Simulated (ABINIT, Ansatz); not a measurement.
# Calculated records

### CdTe (F-43m): one start, several treatments of the self-energy

Symmetry: F-43m, No. 216, cubic system. The conventional cell has a = 6.480 Å, b = 6.480 Å, c = 6.480 Å, α = 90.00°, β = 90.00°, γ = 90.00°. Nearest to Cd lie 4 Te at 2.81 Å. Nearest to Te lie 4 Cd at 2.81 Å. Farther neighbours, and contacts between anions beyond the nearest, are not listed.

| Quantity | Value |
| --- | --- |
| method | RPA screening on PBE, plane waves, norm-conserving pseudopotentials (and 3 further levels or steps) |
| program | ABINIT 10.8.3 |
| settings | cutoff 47 Ha, PseudoDojo scalar-relativistic 0.4 stringent, norm-conserving, potential set dojo-sr-pbe-0.4-stringent, ngkpt (4, 4, 4), nband 271, ecuteps 7.8 Ha, inclvkb 2, shiftk (0, 0, 0), symchi 1, awtr 1, frequency ppm, 4×4×4 k-mesh |
| cost | 6 runs, 25 min in all on 8 MPI ranks of Arm Neoverse N1, shared host |
| notes | The cell and positions come from the Crystallography Open Database and are kept as given unless a step says otherwise. Limits: mesh may overstate the screening; no spin-orbit coupling. Against experiment, by G0W0, Godby-Needs plasmon pole: the direct gap of 1.55 eV lies +0.07 eV from the measured 1.48 ± 0.02 eV (direct, 2020); the direct gap of 1.55 eV lies −0.04 eV from the measured 1.592 eV (exciton, 0 K, 2012); the direct gap of 1.55 eV lies +0.23 eV from the measured 1.32 ± 0.02 eV (direct, 2020). An exciton line or allowed optical edge lies below the quasiparticle gap by the binding energy; a forbidden edge can push the onset above it. These are gaps on the mesh, at modest bands and cutoff. The calculation has static nuclei and no excitons; a measured gap holds zero-point and thermal motion, which mostly lowers it. With atoms this heavy the missing spin-orbit coupling may be the largest error. The 4×4×4 mesh is coarse for this cell, which bears on the long-range parts of exchange and screening. For the PBE start: The RPA ε∞ on this mesh reaches over 25; with a narrow direct gap a coarse mesh can overstate it, and the correction is then too small. |
| G0W0, Godby-Needs plasmon pole | 1.547 eV |
| G0W0, Engel-Farid plasmon pole | 1.447 eV |
| G0W0, Hybertsen-Louie plasmon pole | 1.562 eV |
| one-shot Hartree-Fock | 6.674 eV |
| known limits | short of the basis limit; mesh may overstate the screening; no spin-orbit coupling; coarse k mesh |

G0W0, Engel-Farid plasmon pole: −0.100 eV against G0W0, Godby-Needs plasmon pole. G0W0, Hybertsen-Louie plasmon pole: +0.015 eV against G0W0, Godby-Needs plasmon pole.

[Paths, hosts, dates, memory and timing lines, banners, echoed tables and standing remarks are left out of the program output; an Ansatz launch command may be rebuilt from the run's recorded settings. Measured values are a selection of at most five: reports struck by readers or far from the other reports are left out. None is set beside runs whose start may be inverted or whose files or cutoffs have a known fault.]

[Runs of the session that timed out or met a known fault of the program may be left out.]

[Hosts, paths, dates, database ids (printed as entryN), source tags and the programs' standing remarks are cut or masked in the printed files.]

[G0W0 gaps are taken among the corrected bands and points alone; a level outside them can change the order at an edge.]

[Where Ansatz stands beside ABINIT at settings called matched, ABINIT's density can come from a denser mesh and the files from another edition; pairs whose starting gaps differed by over 0.03 eV were left out, so agreement reads better than it is.]
